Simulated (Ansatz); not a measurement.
# Lattice dynamics of KVSe3 (model cell, started as cubic perovskite with V in the octahedra), part 2 of 2

Task: relax KVSe3 (model cell, started as cubic perovskite with V in the octahedra), then find its harmonic phonons.

Ansatz 0.2.0; DFT PBEsol, scalar-relativistic, plane waves, PAW; PAW set soft_1.

So far. Step 3 (Relaxing to small forces for the phonons): The forces vanish by symmetry and the pressure is 0.001 GPa, within the tolerances set. The cell now holds 22.95 Å³/atom. The relaxed cell has a = 4.859 Å (conventional setting).

The structure was built from a prototype and need not be the compound's stable phase.

## 4. Zone-centre response

The zone centre comes first: it holds the modes that light can see, as far as symmetry allows. No field response is asked, since the mesh shows no gap.

Contents of input.yaml:

```yaml
crystal:
  lattice:
    - [4.8592117424, 0.0, 0.0]
    - [0.0, 4.8592117424, 0.0]
    - [0.0, 0.0, 4.8592117424]
  atoms:
    - { symbol: K, position: [0.0, 0.0, 0.0] }
    - { symbol: V, position: [0.5, 0.5, 0.5] }
    - { symbol: Se, position: [0.5, 0.5, 0.0] }
    - { symbol: Se, position: [0.5, 0.0, 0.5] }
    - { symbol: Se, position: [0.0, 0.5, 0.5] }
kpoints:
  mp_grid: { grid: [8, 8, 8] }
hamiltonian:
  xc: pbesol
  pseudopotentials: { kind: paw, azcp: { folder: soft_1 }, xc_functional: pbe }
scf:
  occupations: { method: methfessel_paxton, width: 0.2 }
output:
  eigenvalues: true
phonons:
  method: dfpt
```

The run is started by

```
$ ansatz run input.yaml --threads 8 --pin off --max-ram 16384MiB --backend cpu --events-out ev --progress --plain --runs-dir out
```

Numbers of over 12 decimals in the logs are rounded to 6 here.

What it wrote:

```text
zone centre: on kpoints.mp_grid the ground state, and the responses unless they are solved on pairs of k-points, stand on 125 of the mesh's 512 k-points, reduced under 8 symmetry operations, with k and −k counted as one. Each operation leaves every solved displacement unchanged or reverses it
[...]
Crystal: 5 atoms, lattice volume = 114.735 Å³
Basis set: ecut = 420 eV, 2205 PW (Γ), exchange–correlation on 72×72×72 points (8 copies of the dense FFT grid, shifted against one another)
Bands: 42, of which v1, the nominal top of the filled ones, is band 35 counted from 1 (34 counted from 0)
Symmetry: 48 space group operations
k-points: 125 of 512 (irreducible under 8 space group operations)
[...]
SCF iter   1: F=—  HF=-20681.448237 eV  |F-HF|=—  |Δ(HF+E_count)|=         —  Δρ=1.99e-1  dr2=7.56e1  ethr=3.10e-3  ⟨swp⟩=7.5  Hψ=19782  notcnv=0
[...]
SCF iter  14: F=-20677.013862 eV  HF=-20677.013862 eV  |F-HF|=1.09e-11  |Δ(HF+E_count)|=  1.09e-11  S|Δr|=    0.00e0  Δρ=2.99e-8  dr2=1.39e-12  ethr=1.00e-12  ⟨swp⟩=6.6  Hψ=24766  notcnv=0
SCF 1 converged in 14 iterations: F = -20677.013862 eV  dr2 = 1.39e-12
[...]
DFPT response loops at Γ: preconditioner auto → Kerker (q_TF=auto, 2.513 Å⁻¹) (partly filled bands, converged f_vac=0.028); β = 1.00, the filter's whole step (`scf.mixing.beta` (0.50) is not read by the response loops under this deck's `scf.mixing.preconditioner`; to damp them name `kerker` or `kerker_dos`, under which they read `scf.mixing.beta`, and type it under 1.00, their step now; both keys bind the ground state too); Broyden in place of MSR1
SCF converged after 14 iterations
[...]
Free energy (F): -20677.013862 eV
[...]
Internal energy: -20677.022411 eV  (E = F + TS)
E sigma→0 (E₀):  -20677.015999 eV
Entropy (-TS):   0.008548 eV (1.710 meV/atom)
Fermi energy:    8.381485 eV
Step filling:    the computed levels leave a gap of 0.0000 eV = 0.0 smearing widths at the electron count; against every level under it full and every level over it empty, smearing changes F+E_penalty+E_count by +4.941 meV and its σ→0 estimate by +2.804 meV
[...]
--- Band table (eV; the first three rows and the last of 125) ---
  k-point 0: bands = [... 31 lower, 7.2256, 7.4402, 7.4402, 7.4402, 8.2429, 8.2429, 8.2429, 8.6186, ... 3 higher]
  k-point 1: bands = [... 31 lower, 7.0921, 7.4459, 7.5086, 7.7292, 7.7292, 8.4246, 8.4246, 8.6263, ... 3 higher]
  k-point 2: bands = [... 31 lower, 6.6228, 6.8090, 7.4595, 7.8063, 7.8063, 8.6389, 8.8347, 8.8347, ... 3 higher]
  k-point 124: bands = [... 31 lower, 4.5019, 8.8920, 8.8920, 8.8920, 9.1406, 9.1406, 9.1406, 12.0065, ... 3 higher]
--- Phonons (Γ-DFPT): 4 representative perturbations + reference, on 125 of 512 k-points (Σ response iterations 12) ---
  k mesh reduced under 8 symmetry operations, with k and −k counted as one. Each operation leaves every solved displacement unchanged or reverses it
  ASR residual: 4.502e-5 → 0.000e0 eV/Å²; symmetrization residual: 3.913e-6 eV/Å²
  ASR residual per site (eV/Å²): 2.34e-6 1.08e-5 4.50e-5 4.50e-5 4.50e-5
  Γ frequencies (cm⁻¹): -105.65 -105.65 -105.65 0.00 0.00 0.00 64.10 64.10 64.10 107.20 107.20 107.20 210.76 210.76 210.76
  non-analytic LO–TO correction: not included (Born effective charges unavailable; polar crystals: no LO–TO splitting at Γ)
```

Elapsed: 45 s, on 8 threads of Arm Neoverse V2, shared host; peak memory 2.3 GiB; 5.5 min of CPU time.

In the SCF lines HF is the Harris–Foulkes energy and dr2 the Hartree energy of the density residual, in eV; the loop may stop once dr2 is under the threshold and the program's other checks hold. Hψ counts applications of the Hamiltonian.

This step gave:

- sum-rule residual before enforcement: 4.50e-5 eV/Å²
- point group: m-3m
- highest optical mode at the zone centre (no LO-TO term): 210.8 cm⁻¹
- lowest optical zone-centre mode: -105.7 cm⁻¹

Patterns of degenerate modes are one choice out of their space. The modes at Γ (shares of kinetic energy by element, %) (negative means imaginary):

```tsv
mode	frequency (cm⁻¹)	symmetry	K %	V %	Se %
1	-105.7	T1u	1	71	28
2	-105.7	T1u	1	71	28
3	-105.7	T1u	1	71	28
4	0.0	acoustic	12	16	72
5	0.0	acoustic	12	16	72
6	0.0	acoustic	12	16	72
7	64.1	T2u	0	0	100
8	64.1	T2u	0	0	100
9	64.1	T2u	0	0	100
10	107.2	T1u	86	0	14
11	107.2	T1u	86	0	14
12	107.2	T1u	86	0	14
13	210.8	T1u	1	13	86
14	210.8	T1u	1	13	86
15	210.8	T1u	1	13	86
```

Displacements in mode 3 (-105.7 cm⁻¹), the largest set to 1:
```
K1   0.01 -0.02 -0.14
V2  -0.06  0.12  1.00
Se3  0.02 -0.04  0.12
Se4  0.02  0.01 -0.35
Se5 -0.01 -0.04 -0.35
```

Displacements in mode 15 (210.8 cm⁻¹), the largest set to 1:
```
K1   0.12  0.00  0.00
V2  -0.55  0.00  0.00
Se3 -0.35  0.00  0.00
Se4 -0.35  0.00  0.00
Se5  1.00  0.00  0.00
```

Before it was imposed, the acoustic sum rule was missed by 4.5e-5 eV/Å². Small misses are needed for a sound result but don't prove that mesh and cutoff are converged. The lowest optical mode is imaginary, 105.7i cm⁻¹, so the energy falls along it.

## 5. Phonons on a q mesh

Stability and thermal properties need the whole zone. Linear response on a 2×2×2 q mesh gives force constants as far as a supercell of that size would.

Edit input.yaml of step 4 so:

```diff
@@ -22 +22,8 @@
   method: dfpt
+  qmesh: [2, 2, 2]
+  temperatures: { t_max: 1000, t_step: 50 }
+  qpath:
+    path:
+      - [[0.0, 0.0, 0.0], [0.0, 0.5, 0.0], [0.5, 0.5, 0.0], [0.0, 0.0, 0.0], [0.5, 0.5, 0.5], [0.0, 0.5, 0.0]]
+      - [[0.5, 0.5, 0.5], [0.5, 0.5, 0.0]]
+    npoints: 10
```

What it wrote:

```text
[...]
Crystal: 5 atoms, lattice volume = 114.735 Å³
Basis set: ecut = 420 eV, 2205 PW (Γ), exchange–correlation on 72×72×72 points (8 copies of the dense FFT grid, shifted against one another)
Bands: 42, of which v1, the nominal top of the filled ones, is band 35 counted from 1 (34 counted from 0)
Symmetry: 48 space group operations
k-points: 35 of 512
[...]
SCF iter   1: F=—  HF=-20681.448303 eV  |F-HF|=—  |Δ(HF+E_count)|=         —  Δρ=1.99e-1  dr2=7.56e1  ethr=3.10e-3  ⟨swp⟩=7.3  Hψ=5475  notcnv=0
[...]
SCF iter  14: F=-20677.013862 eV  HF=-20677.013862 eV  |F-HF|=3.64e-12  |Δ(HF+E_count)|=  7.28e-12  S|Δr|=    0.00e0  Δρ=2.86e-8  dr2=1.27e-12  ethr=1.00e-12  ⟨swp⟩=6.2  Hψ=6769  notcnv=0
SCF 1 converged in 14 iterations: F = -20677.013862 eV  dr2 = 1.27e-12
[...]
SCF iter   7: F=-20677.013862 eV  HF=-20677.013862 eV  |F-HF|=0.00e0  |Δ(HF+E_count)|=  3.64e-12  S|Δr|=    0.00e0  Δρ=5.08e-8  dr2=3.90e-12  ethr=1.00e-12  ⟨swp⟩=2.5  Hψ=3076  notcnv=0
SCF 2 converged in 7 iterations: F = -20677.013862 eV  dr2 = 3.90e-12
[...]
phonons: the bands overlap, so this run is a metal and interpolates without the dipole-dipole term. If the crystal is really an insulator or semiconductor, its LO-TO splitting is missing
NSCF: frozen V_eff on 35 k-points
WARN: eigensolver did not converge (k=9): 1 band(s) unlocked after 20 sweeps at ethr=1.05e-12 eV (storage-precision floor; scheduled 1.00e-12 eV) (lowest unlocked band 41, counted from 0; max residual 1.69e-4 eV among the unlocked bands, 1.69e-4 eV over every band; other slots of this pass that fall short are told together in one closing line; warning suppressed until the next SCF loop or pass starts)
WARN: eigensolver did not converge in 10 slots of this pass, the one above among them; of largest residual over every band (k=12): 1 band(s) unlocked (lowest unlocked band 41, counted from 0; max residual 6.52e-4 eV among the unlocked bands, 6.52e-4 eV over every band); of lowest unlocked band (k=9): band 41
[...]
DFPT response loops at q = (0, 0, 0) (fractional): preconditioner auto → Kerker (q_TF=auto, 2.513 Å⁻¹) (partly filled bands, converged f_vac=0.028); β = 1.00, the filter's whole step (`scf.mixing.beta` (0.50) is not read by the response loops under this deck's `scf.mixing.preconditioner`; to damp them name `kerker` or `kerker_dos`, under which they read `scf.mixing.beta`, and type it under 1.00, their step now; both keys bind the ground state too); Broyden in place of MSR1
[...]
SCF converged after 14 iterations
[...]
Free energy (F): -20677.013862 eV
[...]
Internal energy: -20677.022411 eV  (E = F + TS)
E sigma→0 (E₀):  -20677.015999 eV
Entropy (-TS):   0.008548 eV (1.710 meV/atom)
Fermi energy:    8.381485 eV
[...]
--- Band table (eV; the first three rows and the last of 35) ---
  k-point 0: bands = [... 31 lower, 7.2256, 7.4402, 7.4402, 7.4402, 8.2429, 8.2429, 8.2429, 8.6186, ... 3 higher]
  k-point 1: bands = [... 31 lower, 7.0921, 7.4459, 7.5086, 7.7292, 7.7292, 8.4246, 8.4246, 8.6263, ... 3 higher]
  k-point 2: bands = [... 31 lower, 6.6228, 6.8090, 7.4595, 7.8063, 7.8063, 8.6389, 8.8347, 8.8347, ... 3 higher]
  k-point 34: bands = [... 31 lower, 4.5019, 8.8920, 8.8920, 8.8920, 9.1406, 9.1406, 9.1406, 12.0065, ... 3 higher]
--- Phonons (Γ-DFPT): 4 representative perturbations + reference (Σ response iterations 12) ---
  ASR residual: 4.698e-5 → 0.000e0 eV/Å²; symmetrization residual: 3.863e-6 eV/Å²
  ASR residual per site (eV/Å²): 2.49e-6 9.00e-6 4.70e-5 4.70e-5 4.70e-5
[...]
--- Phonons (arbitrary-q DFPT): 4 irreducible q on the 2×2×2 mesh ---
  q = [0.0000, 0.0000, 0.0000] (star 1, of the zone-centre solve; hermiticity 8.57e-7, symmetrization 9.06e-12): -105.65 -105.65 -105.65 -0.00 -0.00 0.00 64.10 64.10 64.10 107.20 107.20 107.20 210.76 210.76 210.76
  q = [0.0000, 0.0000, -0.5000] (star 3, 9 solved perturbations in 975 linear systems a pass and spin channel, the states on 125 of 512 k-point pairs; hermiticity 3.15e-7, symmetrization 3.22e-12): -100.32 -100.32 47.80 47.80 75.42 75.47 79.16 79.16 102.11 117.34 117.34 147.21 201.72 201.72 211.51
[...]
sum rule: each row above includes the acoustic sum rule's correction from the zone centre's row sums; it moved no ω² by more than (0.40 cm⁻¹)²
  mesh force constants: q→R imaginary residual 2.79e-18; ASR residual 4.698e-5 → 0.000e0 eV/Å²; symmetrization residual 8.882e-15 eV/Å²
  interpolated dispersion: 62 rows × 15 modes
  density of states and harmonic sums: on the 14×14×14 q-mesh, interpolated from the force constants of a 2×2×2 supercell (no non-analytic term)
  largest difference from the sums on the solved wave vectors: F 1.67e-1 eV, S 2.07e-4 and C_V 5.36e-5 eV/K
  zero-point energy: 0.090890 eV/cell   skipped modes (ω ≤ 0): 211, of them read as no rigid motion or as one in doubt: 208 (1.657e0 modes/cell left out, lowest -105.65 cm⁻¹)   left out of the sums: 1.11e-1 of the cell's modes: C_V's classical limit lies that fraction below 3 k_B per atom; for a crystal, a wire or a layer, F and S can be off by more, and a phonons.interpolated_qmesh denser along its periods is the remedy for the sampling
```

It took 3.4 min on 8 threads; peak memory 1.9 GiB; 26 min of CPU time.

Numbers from this step:

- sum-rule residual before enforcement: 4.70e-5 eV/Å²
- lowest frequency on the path: -105.6 cm⁻¹
- highest frequency on the path or at a solved wavevector: 256.4 cm⁻¹
- lowest mode on the q mesh (acoustic modes at Γ apart): -105.7 cm⁻¹

Frequencies (cm⁻¹) solved at each irreducible wavevector; negative means imaginary. Frequencies by wavevector, by row:

```tsv
q in reciprocal lattice units	star	mode 1	mode 2	mode 3	mode 4	mode 13	mode 14	mode 15
0 0 0	1	-105.7	-105.7	-105.7	0	210.8	210.8	210.8
0 0 -0.5	3	-100.3	-100.3	47.8	47.8	201.7	201.7	211.5
0 -0.5 -0.5	3	-99.2	40.3	62	62	148.1	190.8	234.7
-0.5 -0.5 -0.5	1	-80.5	-80.5	40.4	40.4	146.7	146.7	256.4
```

Interpolated from a 2×2×2 q mesh. The phonon branches at the labelled points (cm⁻¹):

```tsv
point	branch 1	branch 2	branch 3	branch 4	branch 12	branch 13	branch 14	branch 15
Γ	-106	-106	-106	0	107	211	211	211
halfway	-102	-102	-28	32	110	207	207	212
X	-100	-100	48	48	147	202	202	212
halfway	-99	30	48	50	148	156	197	231
M	-99	40	62	62	148	148	191	235
halfway	-99	-23	27	48	116	180	203	227
Γ	-106	-106	-106	0	107	211	211	211
halfway	19	19	35	35	119	171	171	242
R	-80	-80	40	40	147	147	147	256
halfway	-24	-1	43	50	141	145	157	248
X	-100	-100	48	48	147	202	202	212
jump to R	-80	-80	40	40	147	147	147	256
halfway	-48	13	40	53	142	144	144	252
M	-99	40	62	62	148	148	191	235
```

Tetrahedra on a 14×14×14 mesh, mean over bins of 5 cm-1. Interpolated from a 2×2×2 q mesh. Phonon density of states against wavenumber; read off at these points:

```tsv
wavenumber (cm⁻¹)	phonon density of states (1/cm⁻¹/cell)
-108	2.4e-4
-92	0.0335
-82	0.0231
-68	0.0133
-58	0.0136
-42	0.0133
-32	0.00915
-18	0.00689
-8	0.0067
8	0.00689
18	0.0111
32	0.0383
42	0.0918
52	0.103
58	0.0849
62	0.103
68	0.0680
82	0.142
88	0.166
92	0.0935
108	0.198
118	0.0783
132	0.0613
142	0.0881
158	0.0209
168	0.0201
182	0.0251
192	0.0371
208	0.0169
218	0.0147
232	0.0333
242	0.0244
258	0.00456
```

The partial phonon density of states has structure finer than the step of the table below, so its rows give means over 20 cm⁻¹, whole bins alone (the curve runs from -116 to 274 cm⁻¹). Peaks (cm⁻¹: height): K 85.3: 0.0817, 107.3: 0.101; Se -59.3: 0.0148, 43.6: 0.0856, 63.2: 0.0853, 82.8: 0.0755, 109.8: 0.0605, 195.5: 0.0327, 234.7: 0.0312; V -91.1: 0.0573, -59.3: 0.0359, 48.5: 0.0153, 126.9: 0.0307, 144.1: 0.0434.

Phonopy on the run's constants, 11x11x11 mesh, Gaussian sigma 2.8 cm-1. Interpolated from a 2×2×2 q mesh. Table of partial phonon density of states by wavenumber; means over each step; values in 1/cm⁻¹/cell:

```tsv
wavenumber (cm⁻¹)	K	Se	V
-100	1.2e-4	0.00571	0.0246
-80	4.2e-5	0.00260	0.00920
-60	3.7e-4	0.00834	0.0192
-40	2.3e-5	0.00248	0.00110
-20	3.6e-5	0.00226	9.8e-4
0	4.8e-4	0.00376	8.1e-4
20	0.00166	0.0128	0.00276
40	0.00468	0.0622	0.00832
60	0.00535	0.0762	0.00750
80	0.0381	0.0592	0.00689
100	0.0565	0.0323	0.00923
120	0.0304	0.0440	0.0156
140	0.0107	0.0292	0.0244
160	0.00127	0.0138	0.00803
180	1.7e-4	0.0196	0.00441
200	9.4e-5	0.0272	0.00455
220	1.5e-5	0.0158	0.00133
240	1.1e-5	0.0261	9.6e-4
260	4.7e-7	0.00646	1.0e-4
```

Symmetry leaves 4 wavevectors to solve. The lowest mode among them, the acoustic zeros apart, lies at Γ and is imaginary, 105.7i cm⁻¹, so the energy falls along it.

## 6. Outcome

```yaml
space_group_after_relaxation_within_0p01_a: Pm-3m
volume_per_atom: 22.9 Å³
electronic_character: no gap on this mesh
highest_optical_mode_at_the_zone_centre_no_lo_to_term: 211 cm⁻¹
lowest_optical_zone_centre_mode: -106 cm⁻¹
lowest_mode_on_the_q_mesh_acoustic_modes_at_gamma_apart: -106 cm⁻¹
highest_frequency_on_the_path_or_at_a_solved_wavevector: 256 cm⁻¹
imaginary_modes_on_the_2x2x2_q_mesh: yes
```

What this shows: Modes are clearly imaginary (beyond 10i cm⁻¹) at 4 of the 4 irreducible wavevectors, most at Γ (105.7i cm⁻¹), so this structure is not a minimum of the energy. The optical modes at Γ span -106 to 211 cm⁻¹ (negative means imaginary). The highest mode in this list at Γ, 210.8 cm⁻¹, is mostly motion of Se (86 % of the kinetic energy). With no gap, or one that is small against the smearing, the frequencies hang on the k mesh and the smearing, most of all near Kohn anomalies. The phonon runs are without spin polarisation, although V often carries a moment. The PAW files were made for PBE and serve the other functionals too. A phonon run warned that its eigensolver left some bands unconverged in a pass. The starting cell was built on a prototype and not taken from a measurement, so the phase need not exist. These are harmonic frequencies at zero temperature: anharmonic shifts, linewidths and thermal expansion are left out.

[Logs are printed without paths, hosts, clocks, repeated set-up lines and the standing remarks that a program may print on its own settings, such as how far it seeks lower states.]

[Hosts, paths, dates, database ids (printed as entryN), source tags and the programs' standing remarks are cut or masked in the printed files.]
